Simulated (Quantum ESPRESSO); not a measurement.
# Collinear magnetic orders of MnPt3 with Quantum ESPRESSO

A self-consistent run ends on one state, which hangs on the start. Several orders of MnPt3 are started in Quantum ESPRESSO and their energies compared.

Main program and level: Quantum ESPRESSO 7.5; PBEsol; plane waves with GBRV 1.5 PBEsol potentials, no spin-orbit coupling.

## (1) The starting structure

It takes space group Pm-3m (No. 221, cubic). Conventional cell: a = 3.900 Å, b = 3.900 Å, c = 3.900 Å, α = 90.00°, β = 90.00°, γ = 90.00°. Mn has 12 Pt at 2.76 Å nearest. Nearest to Pt lie 4 Mn at 2.76 Å and 8 Pt at 2.76 Å. Farther neighbours are not listed.

Coordinates:

```cif
data_structure
_symmetry_space_group_name_H-M 'Pm-3m'
_symmetry_Int_Tables_number 221
_cell_length_a 3.9000
_cell_length_b 3.9000
_cell_length_c 3.9000
_cell_angle_alpha 90.000
_cell_angle_beta 90.000
_cell_angle_gamma 90.000
_cell_volume 59.32
loop_
_atom_site_label
_atom_site_type_symbol
_atom_site_symmetry_multiplicity
_atom_site_Wyckoff_symbol
_atom_site_fract_x
_atom_site_fract_y
_atom_site_fract_z
_atom_site_occupancy
Mn1 Mn 1 a 0.00000 0.00000 0.00000 1
Pt1 Pt 3 c 0.00000 0.50000 0.50000 1
```

The cell comes from the Crystallography Open Database.

## (2) Run 1, typed as ferro +

The signs are those of the starting moments on the seeded atoms, the atoms that are given a moment.

pw.in reads:

```
&CONTROL
  calculation = 'scf'
  prefix = 'pwscf'
  outdir = './tmp'
  pseudo_dir = './pseudo'
  disk_io = 'nowf'
/
&SYSTEM
  ibrav = 0
  nat = 4
  ntyp = 2
  ecutwfc = 40
  ecutrho = 280
  nbnd = 43
  occupations = 'smearing'
  smearing = 'fd'
  degauss = 0.00734986
  nspin = 2
  starting_magnetization(1) = 0.2333
  starting_magnetization(2) = 0
/
&ELECTRONS
  conv_thr = 8d-09
  electron_maxstep = 150
  mixing_beta = 0.3
/
ATOMIC_SPECIES
Mn     54.9380 mn_pbesol_v1.5.uspp.F.UPF
Pt    195.0840 pt_pbesol_v1.4.uspp.F.UPF
CELL_PARAMETERS angstrom
   3.9000000000    0.0000000000    0.0000000000
   0.0000000000    3.9000000000    0.0000000000
   0.0000000000    0.0000000000    3.9000000000
ATOMIC_POSITIONS crystal
Mn      0.0000000000    0.0000000000    0.0000000000
Pt      0.0000000000    0.5000000000    0.5000000000
Pt      0.5000000000    0.0000000000    0.5000000000
Pt      0.5000000000    0.5000000000    0.0000000000
K_POINTS automatic
6 6 6 0 0 0
```

Run with:

```console
$ OMP_NUM_THREADS=1 mpirun -n 4 pw.x -nk 4 -in pw.in > pw.out
```

Log:

```text
Program PWSCF v.7.5 starts

     Message from routine setup:
     using ibrav=0 with symmetry is DISCOURAGED, use correct ibrav instead

     K-points division:     npool     =       4
     Subspace diagonalization in iterative solution of the eigenvalue problem:

     G-vector sticks info
     --------------------
     sticks:   dense  smooth     PW     G-vecs:    dense   smooth      PW
     Sum        1201     681    221                31559    13613    2373

     Using Slab Decomposition

     bravais-lattice index     =            0
     lattice parameter (alat)  =       7.3699  a.u.
     unit-cell volume          =     400.3045 (a.u.)^3
     number of atoms/cell      =            4
     number of atomic types    =            2
     number of electrons       =        63.00
     number of Kohn-Sham states=           43
     kinetic-energy cutoff     =      40.0000  Ry
     charge density cutoff     =     280.0000  Ry
     scf convergence threshold =      8.0E-09
     mixing beta               =       0.3000
     number of iterations used =            8  plain     mixing
     Exchange-correlation= SLA  PW   PSX  PSC
                           (   1   4  10   8   0   0   0)

     celldm(1)=   7.369932  celldm(2)=   0.000000  celldm(3)=   0.000000
     celldm(4)=   0.000000  celldm(5)=   0.000000  celldm(6)=   0.000000

     crystal axes: (cart. coord. in units of alat)
               a(1) = (   1.000000   0.000000   0.000000 )
               a(2) = (   0.000000   1.000000   0.000000 )
               a(3) = (   0.000000   0.000000   1.000000 )

     reciprocal axes: (cart. coord. in units 2 pi/alat)
               b(1) = (  1.000000  0.000000  0.000000 )
               b(2) = (  0.000000  1.000000  0.000000 )
               b(3) = (  0.000000  0.000000  1.000000 )

     PseudoPot. # 1 for Mn read from file:
     mn_pbesol_v1.5.uspp.F.UPF
     Pseudo is Ultrasoft + core correction, Zval = 15.0
     Generated by new atomic code, or converted to UPF format
     Using radial grid of  859 points,  6 beta functions with:
                l(1) =   0
                l(2) =   0
                l(3) =   1
                l(4) =   1
                l(5) =   2
                l(6) =   2
     Q(r) pseudized with  8 coefficients,  rinner =    0.950   0.950   0.950
                                                       0.950   0.950

     PseudoPot. # 2 for Pt read from file:
     pt_pbesol_v1.4.uspp.F.UPF
     Pseudo is Ultrasoft + core correction, Zval = 16.0
     Generated by new atomic code, or converted to UPF format
     Using radial grid of  985 points,  6 beta functions with:
                l(1) =   0
                l(2) =   0
                l(3) =   1
                l(4) =   1
                l(5) =   2
                l(6) =   2
     Q(r) pseudized with  8 coefficients,  rinner =    1.300   1.300   1.300
                                                       1.300   1.300

     atomic species   valence    mass     pseudopotential
     Mn               15.00    54.93800     Mn( 1.00)
     Pt               16.00   195.08400     Pt( 1.00)

     Starting magnetic structure
     atomic species   magnetization
     Mn              0.233
     Pt              0.000

     48 Sym. Ops., with inversion, found

   Cartesian axes

     site n.     atom                  positions (alat units)
         1        Mn     tau(   1) = (   0.0000000   0.0000000   0.0000000  )
         2        Pt     tau(   2) = (   0.0000000   0.5000000   0.5000000  )
         3        Pt     tau(   3) = (   0.5000000   0.0000000   0.5000000  )
         4        Pt     tau(   4) = (   0.5000000   0.5000000   0.0000000  )

     number of k points=    20  Fermi-Dirac smearing, width (Ry)=  0.0073
                       cart. coord. in units 2pi/alat
        k(    1) = (   0.0000000   0.0000000   0.0000000), wk =   0.0046296
        k(    2) = (   0.0000000   0.0000000   0.1666667), wk =   0.0277778
        k(    3) = (   0.0000000   0.0000000   0.3333333), wk =   0.0277778
        k(    4) = (   0.0000000   0.0000000  -0.5000000), wk =   0.0138889
        k(    5) = (   0.0000000   0.1666667   0.1666667), wk =   0.0555556
        [... 15 further k-points ...]

     Dense  grid:    31559 G-vectors     FFT dimensions: (  40,  40,  40)

     Smooth grid:    13613 G-vectors     FFT dimensions: (  30,  30,  30)

     Check: negative core charge=   -0.000018
     Generating pointlists ...
     new r_m :   0.2917 (alat units)  2.1497 (a.u.) for type    1
     new r_m :   0.2917 (alat units)  2.1497 (a.u.) for type    2

     Initial potential from superposition of free atoms

     starting charge      60.9999, renormalised to      63.0000

     negative rho (up, down):  2.713E-01 2.716E-01
     Starting wfcs are   49 randomized atomic wfcs

     Self-consistent Calculation

     iteration #  1     ecut=    40.00 Ry     beta= 0.30
     Davidson diagonalization with overlap
     ethr =  1.00E-02,  avg # of iterations =  3.1

     negative rho (up, down):  2.579E-01 2.567E-01

     total energy              =    -842.19004817 Ry
     estimated scf accuracy    <       4.51103162 Ry

     total magnetization       =     3.25 Bohr mag/cell
     absolute magnetization    =     3.30 Bohr mag/cell

     iteration #  2     ecut=    40.00 Ry     beta= 0.30
     Davidson diagonalization with overlap
     ethr =  7.16E-03,  avg # of iterations =  2.0

     negative rho (up, down):  2.575E-01 2.561E-01

     total energy              =    -841.86436831 Ry
     estimated scf accuracy    <       7.84411003 Ry

     total magnetization       =     1.85 Bohr mag/cell
     absolute magnetization    =     1.90 Bohr mag/cell

     iteration #  3     ecut=    40.00 Ry     beta= 0.30
     Davidson diagonalization with overlap
     ethr =  7.16E-03,  avg # of iterations =  1.9

     negative rho (up, down):  2.523E-01 2.498E-01

     total energy              =    -842.54799122 Ry
     estimated scf accuracy    <       2.91719363 Ry

     total magnetization       =     2.92 Bohr mag/cell
     absolute magnetization    =     3.03 Bohr mag/cell

     [... further iterations left out ...]

     iteration # 11     ecut=    40.00 Ry     beta= 0.30
     Davidson diagonalization with overlap
     ethr =  1.57E-09,  avg # of iterations =  3.5

     negative rho (up, down):  2.500E-01 2.452E-01

     total energy              =    -842.83203502 Ry
     estimated scf accuracy    <       0.00000144 Ry

     total magnetization       =     4.18 Bohr mag/cell
     absolute magnetization    =     4.39 Bohr mag/cell

     iteration # 12     ecut=    40.00 Ry     beta= 0.30
     Davidson diagonalization with overlap
     ethr =  1.57E-09,  avg # of iterations =  1.6

     negative rho (up, down):  2.500E-01 2.452E-01

     total energy              =    -842.83203531 Ry
     estimated scf accuracy    <       0.00000005 Ry

     total magnetization       =     4.18 Bohr mag/cell
     absolute magnetization    =     4.39 Bohr mag/cell

     iteration # 13     ecut=    40.00 Ry     beta= 0.30
     Davidson diagonalization with overlap
     ethr =  8.35E-11,  avg # of iterations =  2.0

     negative rho (up, down):  2.500E-01 2.452E-01

     total energy              =    -842.83203532 Ry
     estimated scf accuracy    <       0.00000002 Ry

     total magnetization       =     4.18 Bohr mag/cell
     absolute magnetization    =     4.39 Bohr mag/cell

     iteration # 14     ecut=    40.00 Ry     beta= 0.30
     Davidson diagonalization with overlap
     ethr =  3.54E-11,  avg # of iterations =  1.3

     negative rho (up, down):  2.500E-01 2.452E-01

     Magnetic moment per site  (integrated on atomic sphere of radius R)
     atom   1 (R=0.292)  charge= 13.6770  magn=  3.7428
     atom   2 (R=0.292)  charge= 14.0295  magn=  0.1349
     atom   3 (R=0.292)  charge= 14.0295  magn=  0.1349
     atom   4 (R=0.292)  charge= 14.0295  magn=  0.1349

     End of self-consistent calculation

     [... lines left out ...]
     the Fermi energy is    20.6584 ev

!    total energy              =    -842.83203534 Ry
     estimated scf accuracy    <          1.8E-09 Ry
     smearing contrib. (-TS)   =      -0.00869571 Ry
     internal energy E=F+TS    =    -842.82333963 Ry

     The total energy is F=E-TS. E is the sum of the following terms:
     one-electron contribution =    -158.22036207 Ry
     hartree contribution      =     129.35199295 Ry
     xc contribution           =    -196.44309314 Ry
     ewald contribution        =    -617.51187737 Ry

     total magnetization       =     4.18 Bohr mag/cell
     absolute magnetization    =     4.39 Bohr mag/cell

     convergence has been achieved in  14 iterations

=------------------------------------------------------------------------------=
   JOB DONE.
=------------------------------------------------------------------------------=
```

It took 13 s on 4 MPI ranks of Intel Xeon Platinum 8488C (Sapphire Rapids), shared host; peak memory 0.43 GiB.

Spin moment in the atom's sphere by atom:

```tsv
atom	spin moment in the atom's sphere (μB)
Mn1	3.74
Pt2	0.13
Pt3	0.13
Pt4	0.13
```

This step gave:

| Property | Result |
| --- | --- |
| smearing term TS | 0.1183 eV |
| magnetization | 4.177 μB |
| absolute magnetization | 4.386 μB |
| final state | ferromagnetic |

## (3) Start 2: antiferro q=(0,1/2,1/2) +−

The cell is doubled to 8 atoms to hold this order. The wavevector q is in fractions of the reciprocal vectors of the crystal's primitive cell, as the cells of these inputs are built from it; moments change sign between cells as cos(2π q·R).

pw.in reads:

```
&CONTROL
  calculation = 'scf'
  prefix = 'pwscf'
  outdir = './tmp'
  pseudo_dir = './pseudo'
  disk_io = 'nowf'
/
&SYSTEM
  ibrav = 0
  nat = 8
  ntyp = 3
  ecutwfc = 40
  ecutrho = 280
  nbnd = 78
  occupations = 'smearing'
  smearing = 'fd'
  degauss = 0.00734986
  nspin = 2
  starting_magnetization(1) = 0.2333
  starting_magnetization(2) = -0.2333
  starting_magnetization(3) = 0
/
&ELECTRONS
  conv_thr = 1.6d-08
  electron_maxstep = 150
  mixing_beta = 0.3
/
ATOMIC_SPECIES
Mn1    54.9380 mn_pbesol_v1.5.uspp.F.UPF
Mn2    54.9380 mn_pbesol_v1.5.uspp.F.UPF
Pt    195.0840 pt_pbesol_v1.4.uspp.F.UPF
CELL_PARAMETERS angstrom
   3.9000000000    0.0000000000    0.0000000000
   0.0000000000    7.8000000000    0.0000000000
   0.0000000000    3.9000000000    3.9000000000
ATOMIC_POSITIONS crystal
Mn1     0.0000000000    0.0000000000    0.0000000000
Mn2     0.0000000000    0.5000000000    0.0000000000
Pt      0.0000000000    0.0000000000    0.5000000000
Pt      0.0000000000    0.5000000000    0.5000000000
Pt      0.5000000000    0.7500000000    0.5000000000
Pt      0.5000000000    0.2500000000    0.5000000000
Pt      0.5000000000    0.2500000000    0.0000000000
Pt      0.5000000000    0.7500000000    0.0000000000
K_POINTS automatic
6 3 6 0 0 0
```

Log:

```text
[banner, memory and clock lines left out]
Program PWSCF v.7.5 starts

     Message from routine setup:
     using ibrav=0 with symmetry is DISCOURAGED, use correct ibrav instead

     bravais-lattice index     =            0
     lattice parameter (alat)  =       7.3699  a.u.
     unit-cell volume          =     800.6089 (a.u.)^3
     number of atoms/cell      =            8
     number of atomic types    =            3
     number of electrons       =       126.00
     number of Kohn-Sham states=           78
     kinetic-energy cutoff     =      40.0000  Ry
     charge density cutoff     =     280.0000  Ry
     scf convergence threshold =      1.6E-08
     mixing beta               =       0.3000
     number of iterations used =            8  plain     mixing
     Exchange-correlation= SLA  PW   PSX  PSC
                           (   1   4  10   8   0   0   0)

     celldm(1)=   7.369932  celldm(2)=   0.000000  celldm(3)=   0.000000
     celldm(4)=   0.000000  celldm(5)=   0.000000  celldm(6)=   0.000000

     crystal axes: (cart. coord. in units of alat)
               a(1) = (   1.000000   0.000000   0.000000 )
               a(2) = (   0.000000   2.000000   0.000000 )
               a(3) = (   0.000000   1.000000   1.000000 )

     reciprocal axes: (cart. coord. in units 2 pi/alat)
               b(1) = (  1.000000  0.000000  0.000000 )
               b(2) = (  0.000000  0.500000 -0.500000 )
               b(3) = (  0.000000  0.000000  1.000000 )

     PseudoPot. # 1 for Mn read from file:
     mn_pbesol_v1.5.uspp.F.UPF
     Pseudo is Ultrasoft + core correction, Zval = 15.0

     PseudoPot. # 2 for Mn read from file:
     mn_pbesol_v1.5.uspp.F.UPF
     Pseudo is Ultrasoft + core correction, Zval = 15.0

     PseudoPot. # 3 for Pt read from file:
     pt_pbesol_v1.4.uspp.F.UPF
     Pseudo is Ultrasoft + core correction, Zval = 16.0

     atomic species   valence    mass     pseudopotential
     Mn1              15.00    54.93800     Mn( 1.00)
     Mn2              15.00    54.93800     Mn( 1.00)
     Pt               16.00   195.08400     Pt( 1.00)

     Starting magnetic structure
     atomic species   magnetization
     Mn1             0.233
     Mn2            -0.233
     Pt              0.000

     16 Sym. Ops., with inversion, found

   Cartesian axes

     site n.     atom                  positions (alat units)
         1        Mn1    tau(   1) = (   0.0000000   0.0000000   0.0000000  )
         2        Mn2    tau(   2) = (   0.0000000   1.0000000   0.0000000  )
         3        Pt     tau(   3) = (   0.0000000   0.5000000   0.5000000  )
         4        Pt     tau(   4) = (   0.0000000   1.5000000   0.5000000  )
         5        Pt     tau(   5) = (   0.5000000   2.0000000   0.5000000  )
         6        Pt     tau(   6) = (   0.5000000   1.0000000   0.5000000  )
         7        Pt     tau(   7) = (   0.5000000   0.5000000   0.0000000  )
         8        Pt     tau(   8) = (   0.5000000   1.5000000   0.0000000  )

     number of k points=    24  Fermi-Dirac smearing, width (Ry)=  0.0073
                       cart. coord. in units 2pi/alat
        k(    1) = (   0.0000000   0.0000000   0.0000000), wk =   0.0092593
        k(    2) = (   0.0000000   0.0000000   0.1666667), wk =   0.0370370
        k(    3) = (   0.0000000   0.0000000   0.3333333), wk =   0.0370370
        k(    4) = (   0.0000000   0.0000000  -0.5000000), wk =   0.0092593
        k(    5) = (   0.0000000   0.1666667  -0.1666667), wk =   0.0370370
        [... 19 further k-points ...]

     Dense  grid:    63215 G-vectors     FFT dimensions: (  40,  80,  60)

     Smooth grid:    27285 G-vectors     FFT dimensions: (  30,  60,  45)

     Check: negative core charge=   -0.000018
     Generating pointlists ...
     new r_m :   0.2917 (alat units)  2.1497 (a.u.) for type    1
     new r_m :   0.2917 (alat units)  2.1497 (a.u.) for type    2
     new r_m :   0.2917 (alat units)  2.1497 (a.u.) for type    3

     Initial potential from superposition of free atoms

     starting charge     121.9998, renormalised to     126.0000

     negative rho (up, down):  5.595E-01 5.595E-01
     Starting wfcs are   98 randomized atomic wfcs

     Self-consistent Calculation

     iteration #  1     ecut=    40.00 Ry     beta= 0.30
     Davidson diagonalization with overlap
     ethr =  1.00E-02,  avg # of iterations =  2.0

     negative rho (up, down):  5.312E-01 5.312E-01

     total energy              =   -1684.45091440 Ry
     estimated scf accuracy    <       8.94368785 Ry

     total magnetization       =     0.00 Bohr mag/cell
     absolute magnetization    =     5.84 Bohr mag/cell

     iteration #  2     ecut=    40.00 Ry     beta= 0.30
     Davidson diagonalization with overlap
     ethr =  7.10E-03,  avg # of iterations =  2.0

     negative rho (up, down):  5.301E-01 5.301E-01

     total energy              =   -1683.70140925 Ry
     estimated scf accuracy    <      15.88563301 Ry

     total magnetization       =    -0.00 Bohr mag/cell
     absolute magnetization    =     3.16 Bohr mag/cell

     [... further iterations left out ...]

     iteration # 14     ecut=    40.00 Ry     beta= 0.30
     Davidson diagonalization with overlap
     ethr =  1.11E-10,  avg # of iterations =  3.3

     negative rho (up, down):  5.120E-01 5.120E-01

     total energy              =   -1685.66078110 Ry
     estimated scf accuracy    <       0.00000005 Ry

     total magnetization       =    -0.00 Bohr mag/cell
     absolute magnetization    =     8.08 Bohr mag/cell

     iteration # 15     ecut=    40.00 Ry     beta= 0.30
     Davidson diagonalization with overlap
     ethr =  4.29E-11,  avg # of iterations =  1.4

     negative rho (up, down):  5.120E-01 5.120E-01

     Magnetic moment per site  (integrated on atomic sphere of radius R)
     atom   1 (R=0.292)  charge= 13.6819  magn=  3.7120
     atom   2 (R=0.292)  charge= 13.6820  magn= -3.7120
     atom   3 (R=0.292)  charge= 14.0266  magn= -0.0000
     atom   4 (R=0.292)  charge= 14.0266  magn= -0.0000
     atom   5 (R=0.292)  charge= 14.0295  magn= -0.0000
     atom   6 (R=0.292)  charge= 14.0295  magn= -0.0000
     atom   7 (R=0.292)  charge= 14.0295  magn= -0.0000
     atom   8 (R=0.292)  charge= 14.0295  magn= -0.0000

     End of self-consistent calculation

     [... lines left out ...]
     the Fermi energy is    20.6507 ev

!    total energy              =   -1685.66078112 Ry
     estimated scf accuracy    <       0.00000001 Ry
     smearing contrib. (-TS)   =      -0.01975513 Ry
     internal energy E=F+TS    =   -1685.64102599 Ry

     The total energy is F=E-TS. E is the sum of the following terms:
     one-electron contribution =    -316.42542186 Ry
     hartree contribution      =     258.67532661 Ry
     xc contribution           =    -392.86717600 Ry
     ewald contribution        =   -1235.02375474 Ry

     total magnetization       =    -0.00 Bohr mag/cell
     absolute magnetization    =     8.08 Bohr mag/cell

     convergence has been achieved in  15 iterations
```

Run time: 78 s. Hardware: 4 MPI ranks; peak memory 0.79 GiB; 5.2 min of CPU time.

Spin moment in the atom's sphere by atom:

```tsv
atom	spin moment in the atom's sphere (μB)
Mn1	3.71
Mn2	-3.71
Pt3	0.00
Pt4	0.00
Pt5	0.00
Pt6	0.00
Pt7	0.00
Pt8	0.00
```

Read from the output:

| Item | Value |
| --- | --- |
| smearing term TS | 0.2688 eV |
| magnetization | 0 μB |
| absolute magnetization | 8.08 μB |
| final state | antiferromagnetic |

(Part 1 of 2 ends here.)

[Logs and program files are shortened in this print: banners, set-up blocks, solver, clock and traceback lines can be left out without a mark of their own.]

[Logs are printed without paths, hosts, clocks, repeated set-up lines and the standing remarks that a program may print on its own settings, such as how far it seeks lower states.]

[Hosts, paths, dates, database ids (printed as entryN), source tags and the programs' standing remarks are cut or masked in the printed files.]

[Where a cell is said to come from a database of computed structures, the database is the Materials Project.]
